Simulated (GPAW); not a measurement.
## 1T-SnSe2 monolayer: simulated STM images

What would a tunnelling microscope show on 1T-SnSe2 monolayer?

Method: GPAW, PAW setups; layer in a repeated cell with vacuum, relaxation of atoms and in-plane cell, in the first sound run; inputs show where later runs differ, in GPAW 26.7.0.

## Step 1: Starting point

The cell holds 3 atoms: 2 Se and 1 Sn. Its edges and angles: a = 3.870 Å, b = 3.870 Å, c = 16.110 Å, α = 90.0°, β = 90.0°, γ = 120.0°. Vacuum lies along c.

As a file:

```cif
data_structure
_symmetry_space_group_name_H-M 'P 1'
_symmetry_Int_Tables_number 1
_cell_length_a 3.8700
_cell_length_b 3.8700
_cell_length_c 16.1105
_cell_angle_alpha 90.000
_cell_angle_beta 90.000
_cell_angle_gamma 120.000
_cell_volume 208.96
loop_
_atom_site_label
_atom_site_type_symbol
_atom_site_fract_x
_atom_site_fract_y
_atom_site_fract_z
_atom_site_occupancy
Se1 Se 0.66667 0.33333 0.43450 1
Sn2 Sn 0.00000 0.00000 0.50000 1
Se3 Se 0.33333 0.66667 0.56550 1
```

## Step 2: Relaxing the atoms

Forces are removed first; all later runs use this geometry.

Contents of run.py:

```python
import json
import numpy as np
from ase import Atoms
from ase.filters import FrechetCellFilter
from ase.optimize import BFGS
from gpaw import GPAW, PW

slab = Atoms(
    ['Se', 'Sn', 'Se'],
    positions=[
        [1.93500, 1.11717, 7.00000],
        [0.00000, 0.00000, 8.05524],
        [-0.00000, 2.23435, 9.11049]],
    cell=[[3.87, 0.0, 0.0], [-1.935, 3.35152, 0.0], [0.0, 0.0, 16.1105]],
    pbc=[True, True, True])

slab.calc = GPAW(mode=PW(600), xc='PBE', kpts={'size': (9, 9, 1), 'gamma': True},
                 occupations={'name': 'fermi-dirac', 'width': 0.05}, nbands='200%',
                 convergence={'density': 1e-05}, maxiter=200,
                 symmetry={'tolerance': 1e-3}, txt='slab.txt')
result = {}
# The in-plane cell is free; stress needs a cell that repeats along all three vectors
path = []
opt = BFGS(FrechetCellFilter(slab, mask=[1, 1, 0, 0, 0, 1]), maxstep=0.2)
opt.attach(lambda: path.append((slab.get_potential_energy(), slab.positions.tolist(), slab.get_forces().tolist())))
result['relaxed'] = bool(opt.run(fmax=0.02, steps=45))
result['path'] = path
result['cell'] = slab.cell.tolist()
print('in-plane lattice', slab.cell.cellpar().round(4)[[0, 1, 5]])
energy = slab.get_potential_energy()
fermi = slab.calc.get_fermi_level()
v = slab.calc.get_electrostatic_potential().mean((0, 1)) - fermi
n = slab.calc.get_pseudo_density().mean((0, 1))
L = slab.cell[2, 2]
z = np.arange(len(v)) * L / len(v)
low, high = slab.positions[:, 2].min(), slab.positions[:, 2].max()
below, above = np.interp([low - 4.8, high + 4.8], z, v)
slopes = [np.interp(x, z, np.gradient(v, z)) for x in (low - 4.8, high + 4.8)]
eps = np.array([[slab.calc.get_eigenvalues(k, s) for k in range(len(slab.calc.get_ibz_k_points()))]
                for s in range(slab.calc.get_number_of_spins())]) - fermi
top, bottom = eps[eps < 0].max(), eps[eps > 0].min()
dipole = slab.get_dipole_moment()[2]
print(f'energy {energy:.4f} eV, Fermi level {fermi:.4f} eV, dipole {dipole:.5f} e A')
print(f'potential 4.8 A off the faces, from the Fermi level: lower {below:.4f} eV, upper {above:.4f} eV')
print(f'slope of the potential there: lower {slopes[0]:.5f}, upper {slopes[1]:.5f} eV/A')
print(f'nearest levels on the mesh: {top:.4f} and {bottom:.4f} eV')
print('magnetic moment', round(slab.get_magnetic_moment(), 3))
result.update(energy=energy, fermi=fermi, dipole=dipole, below=below, above=above, slopes=slopes, edges=[top, bottom],
              z=z.tolist(), v=v.tolist(), n=n.tolist(), positions=slab.positions.tolist(),
              forces=slab.get_forces(apply_constraint=False).tolist(), moments=slab.get_magnetic_moments().tolist())
json.dump(result, open('result.json', 'w'))
```

Run with:

```
$ OMP_NUM_THREADS=1 OPENBLAS_NUM_THREADS=1 python run.py
```

What it wrote:

```text
Step          Energy          fmax
BFGS:    0       -9.233603        5.232678
BFGS:    1      -10.460337        3.593436
BFGS:    2      -11.482818        1.565580
BFGS:    3      -11.646486        0.892767
BFGS:    4      -11.708555        0.894881
BFGS:    5      -11.772821        1.098665
BFGS:    6      -11.872815        1.135544
BFGS:    7      -11.968686        0.846041
BFGS:    8      -12.060502        0.332828
BFGS:    9      -12.073982        0.031521
BFGS:   10      -12.074124        0.001502
in-plane lattice [  3.864   3.864 120.   ]
energy -12.0741 eV, Fermi level -1.5132 eV, dipole -0.00002 e A
potential 4.8 A off the faces, from the Fermi level: lower 5.6125 eV, upper 5.6129 eV
slope of the potential there: lower -0.00021, upper -0.00004 eV/A
nearest levels on the mesh: -0.4379 and 0.4209 eV
magnetic moment 0.0
```

Wall time 7.1 min (1 thread of Arm Neoverse V2, shared host); peak memory 0.41 GiB.

This step gave:

- dipole along the normal: -2.47e-5 e·Å
- levels nearest the Fermi level on the mesh: -0.4379, 0.4209 eV from the Fermi level

Electrostatic potential energy of an electron (without an applied field's), less the Fermi level, planar mean against z:

```csv
z (Å),"electrostatic potential energy of an electron (without an applied field's), less the Fermi level, planar mean (eV)"
0.0,5.61
0.5,5.61
1.0,5.61
1.5,5.61
2.0,5.61
2.5,5.61
3.0,5.61
3.5,5.61
4.0,5.58
4.5,5.49
5.0,5.08
5.5,3.25
6.0,-3.83
6.5,-13.6
7.0,-5.09
7.5,-6.28
8.0,-14.1
8.5,-8.18
9.0,-4.11
9.5,-12.5
10.0,-6.65
10.5,2.38
11.0,4.87
11.5,5.44
12.0,5.57
12.5,5.60
13.0,5.61
13.5,5.61
14.0,5.61
14.5,5.61
15.0,5.61
15.5,5.61
16.0,5.61
```

Pseudo valence density, planar mean against z:

```csv
z (Å),"pseudo valence density, planar mean (e/Å³)"
0.00,0
0.50,0
0.84,0
1.34,0
1.68,1.3e-6
2.18,7.1e-6
2.52,1.8e-5
3.02,7.3e-5
3.52,3.3e-4
3.86,8.8e-4
4.36,0.00390
4.70,0.0106
5.20,0.0471
5.54,0.118
6.04,0.285
6.54,0.190
6.88,0.351
7.38,0.353
7.72,0.680
8.22,0.980
8.56,0.452
9.06,0.345
9.40,0.296
9.90,0.257
10.40,0.176
10.74,0.0754
11.24,0.0175
11.58,0.00643
12.08,0.00144
12.42,5.4e-4
12.92,1.2e-4
13.43,2.7e-5
13.76,9.5e-6
14.26,2.7e-6
14.60,0
15.10,0
15.44,0
15.94,0
```

The relaxation lowered the energy of the cell by 2.84 eV (energies extrapolated to zero smearing; the optimiser's log prints free energies). The largest force left on a free atom is 0.0015 eV/Å.

## Step 3: Plane waves, PBE

The work function is the vacuum plateau of the electrostatic potential less the Fermi level; a dipole layer lets the two faces have plateaus of their own.

This step: GPAW, PAW setups; slab in vacuum (GPAW 26.7.0).

The cell differs from the one that the last finished run ended in (c 16.110 → 17.188 Å).

Contents of run.py:

```python
import json
import numpy as np
from ase import Atoms
from ase.dft.stm import STM
from gpaw import GPAW, PW

slab = Atoms(
    ['Se', 'Sn', 'Se'],
    positions=[
        [1.93202, 1.11545, 7.00000],
        [-0.00000, -0.00000, 8.59374],
        [-0.00000, 2.23091, 10.18749]],
    cell=[[3.86405, 0.0, 0.0], [-1.93202, 3.34636, 0.0], [0.0, 0.0, 17.1875]],
    pbc=[True, True, False])

slab.calc = GPAW(mode=PW(400), xc='PBE', kpts={'size': (9, 9, 1), 'gamma': True},
                 occupations={'name': 'fermi-dirac', 'width': 0.05}, nbands='200%',
                 convergence={'density': 1e-05}, maxiter=200,
                 poissonsolver={'dipolelayer': 'xy'},
                 symmetry={'tolerance': 1e-3}, txt='slab.txt')
result = {}
energy = slab.get_potential_energy()
fermi = slab.calc.get_fermi_level()
v = slab.calc.get_electrostatic_potential().mean((0, 1)) - fermi
n = slab.calc.get_pseudo_density().mean((0, 1))
L = slab.cell[2, 2]
z = np.arange(len(v)) * L / len(v)
low, high = slab.positions[:, 2].min(), slab.positions[:, 2].max()
below, above = np.interp([low - 4.8, high + 4.8], z, v)
slopes = [np.interp(x, z, np.gradient(v, z)) for x in (low - 4.8, high + 4.8)]
eps = np.array([[slab.calc.get_eigenvalues(k, s) for k in range(len(slab.calc.get_ibz_k_points()))]
                for s in range(slab.calc.get_number_of_spins())]) - fermi
top, bottom = eps[eps < 0].max(), eps[eps > 0].min()
dipole = slab.get_dipole_moment()[2]
print(f'energy {energy:.4f} eV, Fermi level {fermi:.4f} eV, dipole {dipole:.5f} e A')
print(f'potential 4.8 A off the faces, from the Fermi level: lower {below:.4f} eV, upper {above:.4f} eV')
print(f'slope of the potential there: lower {slopes[0]:.5f}, upper {slopes[1]:.5f} eV/A')
print(f'nearest levels on the mesh: {top:.4f} and {bottom:.4f} eV')
print('magnetic moment', round(slab.get_magnetic_moment(), 3))
result.update(energy=energy, fermi=fermi, dipole=dipole, below=below, above=above, slopes=slopes, edges=[top, bottom],
              z=z.tolist(), v=v.tolist(), n=n.tolist(), positions=slab.positions.tolist(),
              forces=slab.get_forces(apply_constraint=False).tolist(), moments=slab.get_magnetic_moments().tolist())

# Images need the states of the whole zone, up to time reversal
slab.calc = slab.calc.fixed_density(symmetry={'point_group': False}, txt='states.txt', nbands='290%',
                                    convergence={'bands': 'CBM+1.3'})
stm = STM(slab)
result['stm'] = []
for bias in [-1.0, 1.0]:
    height = high + 4.0
    current = stm.get_averaged_current(bias, height)
    x, y, h = stm.scan(bias, current)
    i, f = divmod(height / L * stm.ldos.shape[2], 1)
    I = abs((1 - f) * stm.ldos[:, :, int(i)] + f * stm.ldos[:, :, int(i) + 1])
    print(f'bias {bias} V: mean current at 4.0 A {current:.4e}, corrugation {np.ptp(h):.4f} A')
    result['stm'].append(dict(bias=bias, current=current, h=(h - high).tolist(), I=I.tolist()))
json.dump(result, open('result.json', 'w'))
```

What it wrote:

```text
energy -11.9271 eV, Fermi level -1.7720 eV, dipole 0.00008 e A
potential 4.8 A off the faces, from the Fermi level: lower 5.6145 eV, upper 5.6165 eV
slope of the potential there: lower -0.00018, upper 0.00018 eV/A
nearest levels on the mesh: -0.4364 and 0.4194 eV
magnetic moment 0.0
bias -1.0 V: mean current at 4.0 A 1.6836e-06, corrugation 0.4496 A
bias 1.0 V: mean current at 4.0 A 4.9465e-07, corrugation 0.4170 A
```

Elapsed: 80 s, on 1 thread; peak memory 0.35 GiB.

This step gave:

| Quantity | Value |
| --- | --- |
| dipole along the normal | 8.08e-5 e·Å |
| levels nearest the Fermi level on the mesh | -0.4364, 0.4194 eV from the Fermi level |
| upper work function | 5.617 eV |
| lower work function | 5.615 eV |
| corrugation -1 | 0.4496 Å |
| corrugation 1 | 0.4170 Å |
| upper ionisation energy | 6.053 eV |

Table of electrostatic potential energy of an electron (without an applied field's), less the Fermi level, planar mean by z:

| z (Å) | electrostatic potential energy of an electron (without an applied field's), less the Fermi level, planar mean (eV) |
| --- | --- |
| 0 | 5.62 |
| 1 | 5.61 |
| 2 | 5.61 |
| 3 | 5.61 |
| 4 | 5.61 |
| 5 | 5.50 |
| 6 | 3.51 |
| 7 | -13.6 |
| 8 | -5.75 |
| 9 | -8.91 |
| 10 | -11.8 |
| 11 | 1.97 |
| 12 | 5.43 |
| 13 | 5.61 |
| 14 | 5.62 |
| 15 | 5.62 |
| 16 | 5.62 |
| 17 | 5.62 |

The pseudo valence density, planar mean oscillates, so the rows of the table below give means over windows of 1 Å about each position, cut where the curve ends. Its maxima inside the range that stand out by 2 % of the span (Å: e/Å³): 6.7: 0.283, 8.6: 1.13, 10.5: 0.283. Its minima: 6.9: 0.193, 10.3: 0.193.

Pseudo valence density, planar mean against z; means over each step:

| z (Å) | pseudo valence density, planar mean (e/Å³) |
| --- | --- |
| 3 | 2.2e-5 |
| 4 | 4.0e-4 |
| 5 | 0.00803 |
| 6 | 0.117 |
| 7 | 0.257 |
| 8 | 0.528 |
| 9 | 0.654 |
| 10 | 0.271 |
| 11 | 0.160 |
| 12 | 0.0140 |
| 13 | 7.0e-4 |
| 14 | 3.7e-5 |

Tip height over the top atom over a1 and a2. Sample bias -1 V, constant current at the mean current 4.0 Å over the top atom.

Ten even steps from '_' (3.74 Å) to '@' (4.19 Å):
```
----==++++**############**++++==----
--==++++**##%%%%%%%%%%##**++++==----
==++++##%%%%@@@@@@@@%%%%##++++==----
==++**%%%%@@@@@@@@@@%%%%**++====--==
++**##%%@@@@@@@@@@@@%%##**++==----==
++##%%@@@@@@@@@@@@@@%%##++==------==
**##%%@@@@@@@@@@@@%%##**==--------==
**##%%@@@@@@@@@@%%##**++--::::::--++
**##%%@@@@@@@@%%##**++--::....::--++
**##%%%%%%%%%%##**++==::..__..::==++
**####%%%%####**++--::________::--++
++****##****++==--::..______..::--==
++++++++++++==--::..________..::--==
==++++++====----::....__....::----==
==========------::::::::::::------==
--------------------==--------------
--------========++++++++========----
------====++++**********++++====----
```
Columns: a1 from 0 to 0.944; rows upwards: a2 from 0 to 0.944.

Local density of states summed over the bias window over a1 and a2. Sample bias -1 V, constant height 4.0 Å over the top atom.

Values in units of 1e-6 arbitrary, 12 rows by 16 columns, each cell a mean:
```
1.2 1.3 1.5 1.7 1.8 2.0 2.2 2.2 2.2 2.1 2.0 1.8 1.6 1.4 1.3 1.2
1.3 1.5 1.7 2.0 2.2 2.4 2.6 2.6 2.5 2.3 2.1 1.8 1.6 1.4 1.3 1.3
1.5 1.8 2.1 2.4 2.7 2.8 2.9 2.9 2.7 2.4 2.1 1.8 1.5 1.3 1.3 1.3
1.7 2.0 2.3 2.6 2.9 3.0 3.0 2.9 2.6 2.3 1.9 1.6 1.4 1.3 1.3 1.4
1.8 2.2 2.5 2.8 2.9 3.0 2.9 2.6 2.3 1.9 1.6 1.3 1.2 1.2 1.3 1.5
1.9 2.2 2.5 2.7 2.7 2.7 2.5 2.3 1.9 1.6 1.3 1.1 1.1 1.1 1.3 1.5
1.8 2.1 2.3 2.4 2.3 2.2 2.0 1.8 1.4 1.2 1.0 0.9 1.0 1.1 1.3 1.5
1.7 1.9 2.0 2.0 2.0 1.8 1.6 1.4 1.2 1.0 0.9 0.9 0.9 1.1 1.3 1.5
1.5 1.6 1.7 1.6 1.5 1.4 1.3 1.1 1.0 0.9 0.9 0.9 1.0 1.1 1.2 1.4
1.4 1.4 1.4 1.4 1.3 1.3 1.2 1.1 1.1 1.1 1.1 1.1 1.1 1.2 1.3 1.3
1.2 1.2 1.3 1.3 1.3 1.3 1.3 1.4 1.4 1.4 1.4 1.3 1.3 1.3 1.3 1.3
1.2 1.2 1.3 1.4 1.5 1.6 1.7 1.7 1.8 1.7 1.7 1.6 1.5 1.4 1.3 1.2
```
Columns: a1 from 0 to 0.944; rows upwards: a2 from 0 to 0.944.

Tip height over the top atom over a1 and a2. Sample bias 1 V, constant current at the mean current 4.0 Å over the top atom.

Ten even steps from '0' (3.77 Å) to '9' (4.19 Å):
```
001234555555432100
112334444444332111
223334444443332222
333333333333333333
444433333344444444
554433333445566666
654433334456677776
654433344567888887
754433445778899887
654434456789999987
654334567899999987
543334568899999886
433334678999999876
322234678999998764
211234678899887643
101234678888876432
001234667777664321
001234566766543210
```
Columns: a1 from 0 to 0.944; rows upwards: a2 from 0 to 0.944.

Local density of states summed over the bias window over a1 and a2. Sample bias 1 V, constant height 4.0 Å over the top atom.

Ten even steps from '_' (2.69 × 1e-7 arbitrary) to '@' (8.43 × 1e-7 arbitrary):
```
______..::::--========--::::..______
____....::::----------::::....______
........::::::::::::::::............
::::::::::::......::::::::::::::..::
--::::::::........::::::::----------
==----::..........::----============
====--::........::--====++++++++++++
++==--::......::--==++++**######**++
++==--::::::::--==++**####%%%%####**
++==--::::::--==++**##%%@@@@@@%%##**
==--::::::::--==++##%%@@@@@@@@%%##++
==::::..::::==++**##@@@@@@@@@@##**++
--::....::--==++##%%@@@@@@@@%%##++==
::......::--==++##%%@@@@@@%%##++==--
..____..::--==++####%%%%####++==--::
______....--==++**######**++==--....
______..::--==++++****++++==--::..__
______..::--====++++++====--::..____
```
Columns: a1 from 0 to 0.944; rows upwards: a2 from 0 to 0.944.

The layer is gapped, so the Fermi level lies somewhere inside the gap, set by smearing and numerics, and these work functions are no property of the material; the band edges below the vacuum level are. The potential is flat to 1.8e-4 eV/Å where it is read, so the vacuum is wide enough.

## Step 4: A changed run

One more run, with changed settings.

Changes to run.py since step 3:

```diff
@@ -3,4 +3,4 @@
 from ase import Atoms
-from ase.dft.stm import STM
 from gpaw import GPAW, PW
+from gpaw.external import ConstantElectricField
 
@@ -17,4 +17,5 @@
                  occupations={'name': 'fermi-dirac', 'width': 0.05}, nbands='200%',
-                 convergence={'density': 1e-05}, maxiter=200,
+                 convergence={'density': 1e-05}, maxiter=75,
                  poissonsolver={'dipolelayer': 'xy'},
+                 external=ConstantElectricField(3.0, [0, 0, 1]),
                  symmetry={'tolerance': 1e-3}, txt='slab.txt')
@@ -42,16 +43,2 @@
               forces=slab.get_forces(apply_constraint=False).tolist(), moments=slab.get_magnetic_moments().tolist())
-
-# Images need the states of the whole zone, up to time reversal
-slab.calc = slab.calc.fixed_density(symmetry={'point_group': False}, txt='states.txt', nbands='290%',
-                                    convergence={'bands': 'CBM+1.3'})
-stm = STM(slab)
-result['stm'] = []
-for bias in [-1.0, 1.0]:
-    height = high + 4.0
-    current = stm.get_averaged_current(bias, height)
-    x, y, h = stm.scan(bias, current)
-    i, f = divmod(height / L * stm.ldos.shape[2], 1)
-    I = abs((1 - f) * stm.ldos[:, :, int(i)] + f * stm.ldos[:, :, int(i) + 1])
-    print(f'bias {bias} V: mean current at 4.0 A {current:.4e}, corrugation {np.ptp(h):.4f} A')
-    result['stm'].append(dict(bias=bias, current=current, h=(h - high).tolist(), I=I.tolist()))
 json.dump(result, open('result.json', 'w'))
```

What it wrote:

```text
energy -14.0848 eV, Fermi level -4.3501 eV, dipole 1.74213 e A
potential 4.8 A off the faces, from the Fermi level: lower 21.4135 eV, upper -1.3217 eV
slope of the potential there: lower -1.65422, upper 0.03708 eV/A
nearest levels on the mesh: -0.0455 and 0.0138 eV
magnetic moment 0.0
```

The job ended after 96 s (1 thread; peak memory 0.27 GiB).

The run finished. A setting was moved off its sound value on purpose, so it serves as a test and not as the result.

The fault put into the input: a field far too strong (field = 3.0).

Side by side:

| quantity | this run | sound run | difference |
| --- | --- | --- | --- |
| dipole along the normal (e·Å) | 1.7421 | 8.077e-5 | 1.74 |

The two runs differ clearly in the dipole along the normal: 1.74 e·Å against 8.1e-5 e·Å.

## Step 5: Summary of results

| Item | Value |
| --- | --- |
| work function, both faces (Fermi level placed in the gap by the smearing) | 5.62 eV |
| ionisation energy from the upper face (highest filled level on the mesh) | 6.05 eV |
| electron affinity from the upper face (lowest empty Kohn-Sham level on the mesh) | 5.20 eV |
| dipole along the normal | 8.1e-5 e Å, near the numerical noise |
| corrugation at -1 V | 0.450 Å |
| corrugation at 1 V | 0.417 Å |

What this shows: The tip height varies by 0.42 to 0.45 Å over the cell, much the same at every bias tried. Negative sample bias images filled states, positive bias empty ones. The levels nearest the Fermi level on the mesh lie 0.856 eV apart, so the slab is gapped there: the smearing puts the Fermi level inside the gap, and from either face the ionisation energy is the work function plus 0.44 eV. Both are Kohn-Sham levels on the mesh, and semilocal gaps are too small, so the affinity tends to come out too large and the ionisation energy too small. The images are of Tersoff-Hamann type: an s-wave tip, no tip-sample forces, heights closer than in a microscope. Biases count from a Fermi level whose place in the gap is arbitrary, so only their reach past the band edges has a meaning. The layer's cell and atoms come from the relaxation; spin-orbit coupling and temperature are left out.

[Logs are printed without paths, hosts, clocks, repeated set-up lines and the standing remarks that a program may print on its own settings, such as how far it seeks lower states.]

[Hosts, paths, dates, database ids (printed as entryN), source tags and the programs' standing remarks are cut or masked in the printed files.]
